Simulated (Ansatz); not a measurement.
Rows from a G0W0 calculation on SnSe2 (P-3m1) (Ansatz 0.2.0; G0W0 on PBE, plane waves, PAW; PAW set soft_1; 6×6×2 mesh, 175 empty bands, screening to 100 eV, PAW set soft_1 files), in eV. Spin-orbit coupling is left out.

```tsv
row	k	band	start	Σx	Σc at the solution	Vxc
A	(0.000, 0.167, 0.000)	v1	7.886	-17.610	1.623	-15.640
B	(0.000, 0.167, 0.000)	c1	10.114	-12.376	-3.412	-16.020
C	(0.000, -0.500, -0.500)	v1	7.162	-17.208	1.986	-14.845
D	(0.000, -0.500, -0.500)	c1	8.591	-11.506	-2.846	-14.463
E	(0.000, 0.167, 0.000)	c2	11.659	-8.351	-4.142	-12.662
F	(0.000, -0.500, -0.500)	c2	11.927	-7.595	-4.035	-11.714
```

Q: Give the quasiparticle energies and the shift of each level.

The quasiparticle equation reads E = start + Σx + Σc(E) − Vxc.

```tsv
row	E (eV)	shift (eV)
A	7.539	−0.348
B	10.346	+0.232
C	6.785	−0.377
D	8.702	+0.111
E	11.828	+0.169
F	12.011	+0.084
```

The gap over the computed points goes from 0.70 eV to 1.16 eV.

Limits: not at the basis limit; no spin-orbit coupling; coarse k mesh.

[Paths, hosts, dates, memory and timing lines, banners, echoed tables and standing remarks are left out of the program output.]

[Logs are printed without paths, hosts, clocks, repeated set-up lines and the standing remarks that a program may print on its own settings, such as how far it seeks lower states.]

[Runs of the session that timed out or met a known fault of the program may be left out.]

[Cells called generated may have been cut or substituted from an entry of the Crystallography Open Database or the Materials Project.]

[Hosts, paths, dates, database ids (printed as entryN), source tags and the programs' standing remarks are cut or masked in the printed files.]
